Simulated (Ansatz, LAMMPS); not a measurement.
# Gap against volume in amorphous HfO2 (66 atoms)

Density of this cell: 9.09 g/cm³. The cell holds 66 atoms: 22 Hf and 44 O. Its edges and angles: a = 9.303 Å, b = 9.647 Å, c = 9.440 Å, α = 87.5°, β = 90.5°, γ = 92.4°. The starting structure: 66 atoms (22 Zr, 44 O) placed at random at 5.13 g/cm³, melted at 5000 K for 10 ps at fixed volume with the Morse and Coulomb pair potential with partial charges (Pedone, Malavasi, Menziani, Cormack and Segre, J. Phys. Chem. B 110, 11780 (2006)). Quenched from 5000 K to 300 K at 5 K/ps and fixed volume, held 10 ps at zero pressure, then minimised at fixed cell. Then Zr was replaced by Hf and the cell scaled by 1.008 (the potential has no terms for the new elements, so the cell is a start for a DFT relaxation).

Calculated with Ansatz 0.2.0: Kohn-Sham DFT, PBE, PAW (set soft_1), plane waves; cutoff 420 eV, Γ point, fixed occupations. The relaxed cell was scaled evenly and the atoms were relaxed at each volume. The gap is that between the highest filled and the lowest empty Kohn-Sham level on the run's k-points.

```
volume (Å³/atom)  gap (eV)
          11.531               3.877
          12.043               3.949
          12.428                   ?
          12.812                3.92
          13.196               3.892
          13.581               3.896
```

**Question.** Fit a straight line in ln V to the rows given and interpolate to the withheld row.

**Working.**

A volume deformation potential makes the spacing linear in u = ln(V/V0), with V0 = 12.812 Å³ the relaxed volume; v is the spacing.

| u = ln(V/V0) | v (eV) |
| --- | --- |
| -0.105360 | 3.8766 |
| -0.0618757 | 3.9491 |
| 0 | 3.92 |
| 0.0295595 | 3.8916 |
| 0.0582687 | 3.8963 |

With n = 5: mean u = -0.0158814, mean v = 3.90672, Σ(u − ū)² = 0.017937, Σ(u − ū)(v − v̄) = -5.030e-4. Slope b = -5.030e-4 / 0.017937 = -0.028040; intercept a = v̄ − b ū = 3.9063.

At the withheld volume u = -0.03046, and v = a + b u.

Prediction at 12.428: 3.907 eV. The run gave 3.935 eV, so the fit is low by 0.028 eV (0.72 % of the value).

The rows follow a line only loosely (correlation 0.10 in size over all rows, under the 0.97 asked here), so the slope of -0.03 eV is a mean trend and no deformation potential. Among the rows given, the largest miss of the fit is at 12.043, by 0.041 eV (57 % of the range of the table).

Limits: The table spans 16 % in volume, wide for a linear law. Semilocal functionals tend to put gaps under measured ones. Only the Γ point is sampled. Atoms move by up to 0.5 Å in these relaxations, so the structure changes along the series. Defect or tail levels can set the spacing of a disordered cell. Spin–orbit coupling is left out, which matters for the levels of the heavy elements.

[Logs are printed without paths, hosts, clocks, repeated set-up lines and the standing remarks that a program may print on its own settings, such as how far it seeks lower states.]

[Hosts, paths, dates, database ids (printed as entryN), source tags and the programs' standing remarks are cut or masked in the printed files.]
